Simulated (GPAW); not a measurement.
Consider Cu (Copper, Fm-3m).

```xyz
1
Lattice="0.0000 1.8075 1.8075 1.8075 0.0000 1.8075 1.8075 1.8075 0.0000" Properties=species:S:1:pos:R:3 pbc="T T T"
Cu    0.0000    0.0000    0.0000
```

Absorber: atom 1, with 12 Cu at 2.56 Å (cuboctahedral, site symmetry m-3m). Method: GPAW, LDA, excited-electron core hole (neutral cell), 13-atom cell with 5.7 Å between holes, 5×5×5 k points, dipole transitions, Gaussian full width 1.55 eV up to 4 eV, rising linearly to 3.5 eV at 25 eV.

Where do the maxima of the Cu K edge fall?

Main maxima up to 30 eV above the zero (height): 1.6 eV (0.66), 12.4 eV (1.57) and 22.4 eV (1.41). A K edge sees empty p states on the absorber. The total-energy difference is 8991.26 eV. One term is added: -29.79 eV, since the hole is spin-paired here and a spin-polarised one costs that much less in the free atom (computed apart). The photon energy is then 8961.47 eV. The tabulated edge of the element is 8979 eV. The functional leaves an error in such absolute values: in the free atom LDA prices this hole 18.3 eV below PBE (computed apart), and PBE is itself good to a few eV.

The Cu K spectrum (energy from the lowest empty level; intensity scaled to a mean of 1 over the first 20 eV):

```
E (eV)  intensity
  -2.0       0.00
  -1.5       0.01
  -1.0       0.05
  -0.5       0.17
   0.0       0.35
   0.5       0.51
   1.0       0.61
   1.5       0.66
   2.0       0.65
   2.5       0.59
   3.0       0.54
   3.5       0.54
   4.0       0.57
   4.5       0.60
   5.0       0.62
   5.5       0.66
   6.0       0.70
   6.5       0.72
   7.0       0.73
   7.5       0.76
   8.0       0.85
   8.5       0.96
   9.0       1.06
   9.5       1.10
  10.0       1.12
  10.5       1.19
  11.0       1.31
  11.5       1.46
  12.0       1.55
  12.5       1.57
  13.0       1.53
  13.5       1.48
  14.0       1.44
  14.5       1.42
  15.0       1.39
  15.5       1.33
  16.0       1.25
  16.5       1.16
  17.0       1.09
  17.5       1.05
  18.0       1.05
  18.5       1.07
  19.0       1.10
  19.5       1.14
  20.0       1.19
  20.5       1.25
  21.0       1.31
  21.5       1.37
  22.0       1.40
  22.5       1.41
  23.0       1.38
  23.5       1.33
  24.0       1.26
  24.5       1.19
  25.0       1.13
  25.5       1.08
  26.0       1.04
  26.5       1.01
  27.0       0.97
  27.5       0.94
  28.0       0.91
  28.5       0.88
  29.0       0.86
  29.5       0.84
  30.0       0.84
  30.5       0.84
  31.0       0.85
  31.5       0.86
  32.0       0.87
```

The script folds with a Gaussian, whereas the core hole's own line is a Lorentzian, so the onset is too steep and the first peak too high. The holes are only 5.7 Å apart, so the shape is probably not converged with cell size; no larger cell was run here. Lifetime broadening is put in by hand, and intensities beyond about 20 eV depend on it and on the partial waves. The structure is a published determination, not relaxed.

[Banner, clock and machine lines of the logs are left out without a mark of their own.]

[Logs are printed without paths, hosts, clocks, repeated set-up lines and the standing remarks that a program may print on its own settings, such as how far it seeks lower states.]

[Hosts, paths, dates, database ids (printed as entryN), source tags and the programs' standing remarks are cut or masked in the printed files.]

[Lists of maxima count a maximum above −3 eV only where it reaches 4 % of the highest in the window and stands out from its surroundings by 2 % of it (1.5 % where it reaches 55 %); shoulders and weaker maxima are passed over, and of the rest the first, up to two pre-edge ones and the few strongest are named.]
